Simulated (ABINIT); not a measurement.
**Dielectric function and optical constants of SrCl2**

Wanted: where SrCl2 starts to absorb, how strongly, and its refractive index.

Method: DFT, PBE, plane waves with norm-conserving potentials (PseudoDojo), scalar-relativistic, independent-particle linear optical response without local fields, in ABINIT 10.8.3.

## 1. The starting structure

Symmetry: Fm-3m, No. 225, cubic system. The conventional cell has a = 6.977 Å, b = 6.977 Å, c = 6.977 Å, α = 90.00°, β = 90.00°, γ = 90.00°. Nearest to Sr lie 8 Cl at 3.02 Å. Nearest to Cl lie 4 Sr at 3.02 Å. Farther neighbours and most contacts between anions are not listed.

## 2. Ground state, bands and velocity matrix elements

First the ground state: is it a metal or has it a gap?

This step: DFT, PBE, plane waves with norm-conserving potentials (PseudoDojo), scalar-relativistic, ground state, bands at fixed density and velocity matrix elements (ABINIT 10.8.3).

File run.abi:

```
# ground state, bands on a dense mesh, and the derivatives d/dk of the wave functions
ndtset 3

ngkpt1 6 6 6
shiftk1 0.0 0.0 0.0
tolvrs1 1.0d-12
nband1 16
prtden1 1

iscf2 -2
getden2 1
ngkpt2 8 8 8
shiftk2 0.0 0.0 0.0
kptopt2 1
nband2 49
nbdbuf2 4
tolwfr2 1.0d-14

optdriver3 8
wfk_task3 "wfk_ddk"
prtevk3 1
getwfk3 2
getden3 1
iscf3 -2
ngkpt3 8 8 8
shiftk3 0.0 0.0 0.0
kptopt3 1
nband3 49

nshiftk 1
occopt 3
tsmear 0.001837
ecut 35.0
nstep 80
iomode 3
chksymbreak 0
chkprim 0
chksymtnons 0
acell 3*1.0 Angstrom
rprim
  0.000000000000 3.488350000000 3.488350000000
  3.488350000000 0.000000000000 3.488350000000
  3.488350000000 3.488350000000 0.000000000000
natom 3
ntypat 2
znucl 38 17
typat 1 2 2
xred
  0.000000000000 0.000000000000 0.000000000000
  0.750000000000 0.750000000000 0.750000000000
  0.250000000000 0.250000000000 0.250000000000
pseudos "Sr.upf, Cl.upf"
```

On the command line:

```
$ mpirun -n 4 abinit run.abi
```

Numbers of over 12 decimals in the logs are rounded to 6 here.

The log of the run:

```text
DATASET    1 : space group Fm -3 m (#225); Bravais cF (face-center cubic)
 DATASET    2 : space group Fm -3 m (#225); Bravais cF (face-center cubic)
 DATASET    3 : space group Fm -3 m (#225); Bravais cF (face-center cubic)
            ngfft          50      50      50
                         0.11111    0.11111    0.05556    0.02778    0.11111    0.05556
                         0.01389    0.11111    0.11111    0.05556
                         0.04688    0.04688    0.04688    0.04688    0.04688    0.02344
                         0.01172    0.04688    0.04688    0.04688    0.02344    0.01172
                         0.04688    0.02344    0.00586    0.04688    0.09375    0.04688
                         0.04688    0.09375    0.04688    0.02344    0.01172
                         0.04688    0.04688    0.04688    0.04688    0.04688    0.02344
                         0.01172    0.04688    0.04688    0.04688    0.02344    0.01172
                         0.04688    0.02344    0.00586    0.04688    0.09375    0.04688
                         0.04688    0.09375    0.04688    0.02344    0.01172
== DATASET  1 ==================================================================
 Real(R)+Recip(G) space primitive vectors, cartesian coordinates (Bohr,Bohr^-1):
 R(1)=  0.0000000  6.5920261  6.5920261  G(1)= -0.0758492  0.0758492  0.0758492
 R(2)=  6.5920261  0.0000000  6.5920261  G(2)=  0.0758492 -0.0758492  0.0758492
 R(3)=  6.5920261  6.5920261  0.0000000  G(3)=  0.0758492  0.0758492 -0.0758492
 Unit cell volume ucvol=  5.7291047E+02 bohr^3
 Angles (23,13,12)=  6.00000000E+01  6.00000000E+01  6.00000000E+01 degrees
 getcut: wavevector=  0.0000  0.0000  0.0000  ngfft=  50  50  50
     iter   Etot(hartree)      deltaE(h)  residm     vres2
 ETOT  1  -67.274201970096    -6.727E+01 4.202E-02 1.215E+02
 ETOT  2  -67.304468958804    -3.027E-02 9.027E-03 1.636E+01
 ETOT  3  -67.306860851609    -2.392E-03 1.564E-03 6.044E-01
 ETOT  4  -67.306877165512    -1.631E-05 2.167E-03 7.420E-02
 ETOT  5  -67.306878413764    -1.248E-06 5.334E-04 6.020E-03
 ETOT  6  -67.306878588003    -1.742E-07 5.134E-04 1.164E-04
 ETOT  7  -67.306878593327    -5.324E-09 1.677E-04 1.353E-06
 ETOT  8  -67.306878593407    -7.978E-11 1.379E-04 1.359E-08
 ETOT  9  -67.306878593406     8.669E-13 2.400E-04 3.865E-10
 ETOT 10  -67.306878593402     4.277E-12 1.601E-04 1.667E-12
 ETOT 11  -67.306878593405    -3.581E-12 2.581E-04 1.261E-13
 At SCF step   11       vres2   =  1.26E-13 < tolvrs=  1.00E-12 =>converged.
 Cartesian components of stress tensor (hartree/bohr^3)
  sigma(1 1)= -3.27958325E-05  sigma(3 2)=  0.00000000E+00
  sigma(2 2)= -3.27958325E-05  sigma(3 1)=  0.00000000E+00
  sigma(3 3)= -3.27958325E-05  sigma(2 1)=  0.00000000E+00
 Mean square residual over all n,k,spin=   14.721E-07; max=  25.808E-05
 Fermi (or HOMO) energy (hartree) =   0.13746   Average Vxc (hartree)=  -0.31029
 Eigenvalues (hartree) for nkpt=  16  k points:
 kpt#   1, nband= 16, wtk=  0.00463, kpt=  0.0000  0.0000  0.0000 (reduced coord)
  -1.14546   -0.48358   -0.48358   -0.48358   -0.42747   -0.39632   -0.01650   -0.01650
  -0.01650    0.04900    0.04900    0.04900    0.25763    0.28574    0.28574    0.39113
   2.00000    2.00000    2.00000    2.00000    2.00000    2.00000    2.00000    2.00000
   2.00000    2.00000    2.00000    2.00000    0.00000    0.00000    0.00000    0.00000
kinetic             :  2.03884410219084E+01
hartree             :  1.16833449474734E+01
xc                  : -1.74260317295401E+01
Ewald energy        : -4.69938437862011E+01
psp_core            :  1.30271992188222E+00
local_psp           : -4.57370369637721E+01
non_local_psp       :  9.47552799484405E+00
internal            : -6.73068785934052E+01
'-kT*entropy'       :  1.87894233115788E-15
total_energy        : -6.73068785934052E+01
total_energy_eV     : -1.83151347041650E+03
 Cartesian components of stress tensor (hartree/bohr^3)
  sigma(1 1)= -3.27958325E-05  sigma(3 2)=  0.00000000E+00
  sigma(2 2)= -3.27958325E-05  sigma(3 1)=  0.00000000E+00
  sigma(3 3)= -3.27958325E-05  sigma(2 1)=  0.00000000E+00
-Cartesian components of stress tensor (GPa)         [Pressure=  9.6489E-01 GPa]
== DATASET  2 ==================================================================
 Real(R)+Recip(G) space primitive vectors, cartesian coordinates (Bohr,Bohr^-1):
 R(1)=  0.0000000  6.5920261  6.5920261  G(1)= -0.0758492  0.0758492  0.0758492
 R(2)=  6.5920261  0.0000000  6.5920261  G(2)=  0.0758492 -0.0758492  0.0758492
 R(3)=  6.5920261  6.5920261  0.0000000  G(3)=  0.0758492  0.0758492 -0.0758492
 Unit cell volume ucvol=  5.7291047E+02 bohr^3
 Angles (23,13,12)=  6.00000000E+01  6.00000000E+01  6.00000000E+01 degrees
 getcut: wavevector=  0.0000  0.0000  0.0000  ngfft=  50  50  50
 Mean square residual over all n,k,spin=   52.908E-16; max=  99.874E-16
 Eigenvalues (hartree) for nkpt=  29  k points:
 kpt#   1, nband= 49, wtk=  0.00195, kpt=  0.0000  0.0000  0.0000 (reduced coord)
  -1.14546   -0.48358   -0.48358   -0.48358   -0.42747   -0.39632   -0.01650   -0.01650
  -0.01650    0.04900    0.04900    0.04900    0.25763    0.28574    0.28574    0.39109
   0.39109    0.39109    0.40437    0.40437    0.40437    0.56361    0.56361    0.56436
   0.66893    0.66893    0.66893    0.72900    0.72900    0.72900    0.75156    0.75156
   0.82279    0.82279    0.82279    0.82559    0.82559    0.82559    0.89118    0.91857
   0.91857    0.91857    0.98052    0.98052    0.99988    1.14417    1.14417    1.14417
== DATASET  3 ==================================================================
            ngfft          50      50      50
                         0.11111    0.11111    0.05556    0.02778    0.11111    0.05556
                         0.01389    0.11111    0.11111    0.05556
                         0.04688    0.04688    0.04688    0.04688    0.04688    0.02344
                         0.01172    0.04688    0.04688    0.04688    0.02344    0.01172
                         0.04688    0.02344    0.00586    0.04688    0.09375    0.04688
                         0.04688    0.09375    0.04688    0.02344    0.01172
                         0.04688    0.04688    0.04688    0.04688    0.04688    0.02344
                         0.01172    0.04688    0.04688    0.04688    0.02344    0.01172
                         0.04688    0.02344    0.00586    0.04688    0.09375    0.04688
                         0.04688    0.09375    0.04688    0.02344    0.01172
[shortened to cell, iterations, levels, energies and stress; the echo of variables, forces, comments, warnings and credits are left out]
```

Run time: 90 s. Hardware: 4 MPI ranks of Intel Xeon Platinum 8488C (Sapphire Rapids), shared host; peak memory 0.14 GiB.

This step gave:

| Item | Value |
| --- | --- |
| total energy | -67.31 Ha |
| gap on the k-mesh | 5.343 eV |
| direct gap on the mesh | 5.512 eV |

There is a gap, 5.34 eV on this mesh (points off the mesh can give less), so no carriers' term is needed.

## 3. Optical response

With the density converged, the vertical transitions are summed over the zone.

This step: DFT, PBE, plane waves with norm-conserving potentials (PseudoDojo), scalar-relativistic, independent-particle linear optical response without local fields (ABINIT 10.8.3).

File optic.abi:

```
&FILES
 ddkfile_1 = 'runo_DS3_1_EVK.nc',
 ddkfile_2 = 'runo_DS3_2_EVK.nc',
 ddkfile_3 = 'runo_DS3_3_EVK.nc',
 wfkfile = 'runo_DS2_WFK.nc'
/
&PARAMETERS
 broadening = 0.001837,
 domega = 0.0020212,
 maxomega = 0.80849,
 scissor = 0.0,
 tolerance = 0.002,
 nband_sum = 45
/
&COMPUTATIONS
 num_lin_comp = 1,
 lin_comp = 11,
 num_nonlin_comp = 0,
 num_linel_comp = 0,
 num_nonlin2_comp = 0
/
```

On the command line:

```
$ optic optic.abi
```

The log of the run:

```text

 OPTIC has originally been developed by
 S. Sharma, J. K. Dewhurst and C. Ambrosch-Draxl, Phys. Rev. B 67, 165332 (2003), and
 S. Sharma and C. Ambrosch-Draxl, Physica Scripta T 109 (2004).

 rprimd(bohr)      =   0.00000   6.59203   6.59203
                       6.59203   0.00000   6.59203
                       6.59203   6.59203   0.00000
 natom             =       3
 nkpt,mband        =      29      49
 ecut              =  35.00000 Ha
 newocc: new Fermi energy is       0.171555 , with nelect=     24.000000, Number of bisection calls: 4
 Fermi level: 4.6682  (eV)

 fermie            =   0.17155 Ha   4.66824 eV
 Scissor shift     =   0.00000 Ha
 Tolerance on closeness to singularities     =   0.00200 Ha
 Smearing factor      =   0.00184 Ha
 Will use the antiresonant approximation (meaning that the antiresonant terms are neglected)
 Will not perform the bands decomposition
 linear coeffs to be calculated :
 11
 non-linear coeffs to be calculated :

 electronic part of electro-optic coeffs to be calculated :

 non-linear coeffs (V2) to be calculated :

 linear optic matrix elements will be printed :0
 optic : Call pmat2cart
 No scissor shift to be applied. Returning to main optic routine.
 optic : Call linopt
  linopt            1           1
 calculated the component:           1           1   of dielectric function
  with broadening:         (0.000000,1.83700000000000009E-003)
 and scissors shift:   0.000000
 energy window:   60.417930      eV   2.220318      Ha
 optic : Call nlinopt
 optic : Call linelop
 optic : Call nonlinopt

================================================================================

 Calculation completed.
-
program: optic
version: 10.8.3
start_datetime:
end_datetime:
overall_cpu_time:           0.2
overall_wall_time:           0.2
mpi_procs: 1
omp_threads: 1
...
```

Wall time 0.91 s (1 thread); peak memory 0.05 GiB.

This step gave:

```
electronic dielectric constant ε∞, mean over x, y and z (by symmetry where fewer were run) : 3.215
centre of weight of the strongest loss peak in the window                                  : 17.19 eV
```

The Im ε, E ∥ x has structure finer than the step of the table below, so its rows give means over 1 eV, whole bins alone (the curve runs from 0.0550 to 21.9 eV). Peaks (eV: height): 6.7: 3.00, 7.6: 10.1, 9.5: 4.76, 11.7: 3.41, 12.9: 3.40, 13.9: 2.57, 21.3: 2.41.

Sum at mesh points, not converged in k; values under the direct gap are tails of Lorentzian lines. Im ε, E ∥ x against photon energy; means over each step:

photon energy (eV), Im ε, E ∥ x and a bar:
```
        1        0.0 
        2        0.0 
        3        0.0 
        4        0.0 
        5        0.0 
        6        0.6 ###
        7        3.6 ################
        8        6.6 ##############################
        9        3.6 ################
       10        3.1 ##############
       11        1.9 #########
       12        2.5 ###########
       13        2.2 ##########
       14        1.8 ########
       15        1.7 ########
       16        1.1 #####
       17        0.7 ###
       18        0.5 ##
       19        0.4 ##
       20        0.4 ##
       21        1.3 ######
```

The reflectivity at normal incidence, E ∥ x has structure finer than the step of the table below, so its rows give means over 0.5 eV, whole bins alone (the curve runs from 0.0550 to 21.9 eV). Peaks (eV: height): 7.64: 38.2, 8.47: 33.0, 9.90: 32.7, 12.92: 25.0, 15.23: 28.7, 15.95: 32.8, 16.39: 25.3.

Sum at mesh points, not converged in k. Table of reflectivity at normal incidence, E ∥ x by photon energy; means over each step:

| photon energy (eV) | reflectivity at normal incidence, E ∥ x (%) |
| --- | --- |
| 0.5 | 8.09 |
| 1.0 | 8.17 |
| 1.5 | 8.31 |
| 2.0 | 8.51 |
| 2.5 | 8.78 |
| 3.0 | 9.14 |
| 3.5 | 9.62 |
| 4.0 | 10.2 |
| 4.5 | 11.1 |
| 5.0 | 12.3 |
| 5.5 | 14.1 |
| 6.0 | 16.9 |
| 6.5 | 19.7 |
| 7.0 | 23.7 |
| 7.5 | 31.4 |
| 8.0 | 30.0 |
| 8.5 | 27.9 |
| 9.0 | 18.7 |
| 9.5 | 24.8 |
| 10.0 | 27.9 |
| 10.5 | 15.8 |
| 11.0 | 11.7 |
| 11.5 | 14.5 |
| 12.0 | 16.3 |
| 12.5 | 16.8 |
| 13.0 | 20.4 |
| 13.5 | 16.5 |
| 14.0 | 17.3 |
| 14.5 | 16.6 |
| 15.0 | 22.4 |
| 15.5 | 18.8 |
| 16.0 | 25.3 |
| 16.5 | 19.7 |
| 17.0 | 11.7 |
| 17.5 | 8.93 |
| 18.0 | 7.54 |
| 18.5 | 3.52 |
| 19.0 | 2.61 |
| 19.5 | 1.34 |
| 20.0 | 1.27 |
| 20.5 | 1.89 |
| 21.0 | 6.91 |
| 21.5 | 10.6 |

The loss function −Im 1/ε at q → 0, E ∥ x has structure finer than the step of the table below, so its rows give means over 0.5 eV, whole bins alone (the curve runs from 0.0550 to 21.9 eV). Peaks (eV: height): 13.58: 0.835, 15.29: 0.881, 16.22: 1.20, 16.61: 1.73, 17.16: 1.50, 17.76: 1.55, 18.04: 1.41.

Sum at mesh points, not converged in k; values under the direct gap are tails of Lorentzian lines. Loss function −Im 1/ε at q → 0, E ∥ x against energy loss; means over each step:

```csv
energy loss (eV),"loss function −Im 1/ε at q → 0, E ∥ x"
0.5,1.3e-4
1.0,2.5e-4
1.5,3.9e-4
2.0,5.3e-4
2.5,6.9e-4
3.0,8.6e-4
3.5,0.00107
4.0,0.00132
4.5,0.00165
5.0,0.00216
5.5,0.00492
6.0,0.0189
6.5,0.0364
7.0,0.0457
7.5,0.0818
8.0,0.149
8.5,0.219
9.0,0.270
9.5,0.214
10.0,0.341
10.5,0.520
11.0,0.387
11.5,0.327
12.0,0.375
12.5,0.414
13.0,0.402
13.5,0.606
14.0,0.460
14.5,0.514
15.0,0.554
15.5,0.738
16.0,0.889
16.5,1.33
17.0,1.36
17.5,1.22
18.0,1.30
18.5,0.847
19.0,0.687
19.5,0.443
20.0,0.362
20.5,0.199
21.0,0.227
21.5,0.425
```

From ε follow the optical constants at some laser and lamp lines:

```
wavelength (nm)     n      k  R (%)     1/α
           1064  1.80  0.001    8.2   97 µm
            800  1.81  0.001    8.3   53 µm
            633  1.82  0.002    8.5   32 µm
            405  1.87  0.003    9.2   11 µm
            365  1.89  0.003    9.5  8.4 µm
            248  2.08  0.010   12.2  2.1 µm
            193  2.58  0.319   20.1   48 nm
```

Below the direct gap, k and the depth come from the tails of the Lorentzian lines, not from transitions.

Rows near the edge hang on the gap, which this functional as a rule makes too small, and phonon-assisted absorption is left out.

## 4. Results

| Quantity | Value |
| --- | --- |
| electronic dielectric constant ε∞, mean over x, y and z (by symmetry where fewer were run) (independent particles) | 3.21 |
| centre of weight of the strongest loss peak in the window, first axis | 17.2 eV |

At this level (PBE, independent particles) SrCl2 has ε∞ = 3.21 and n = 1.80 at 1550 nm. On the mesh the gap is 5.34 eV and the least direct gap 5.51 eV, so on this mesh the band edges lie at different points. Excitons and phonon-assisted transitions are missing, and so are local fields; PBE gaps are as a rule too small, which pulls the onset down and ε∞ up. The sum runs over mesh points 0.19 Å⁻¹ apart with no interpolation, so peaks are partly noise of the mesh and static values carry its error. Besides steps told in other documents, this task had 1 run with a known fault of program or setting; those not told in a step above aren't shown.

[Logs are printed without paths, hosts, clocks, repeated set-up lines and the standing remarks that a program may print on its own settings, such as how far it seeks lower states.]

[Hosts, paths, dates, database ids (printed as entryN), source tags and the programs' standing remarks are cut or masked in the printed files.]
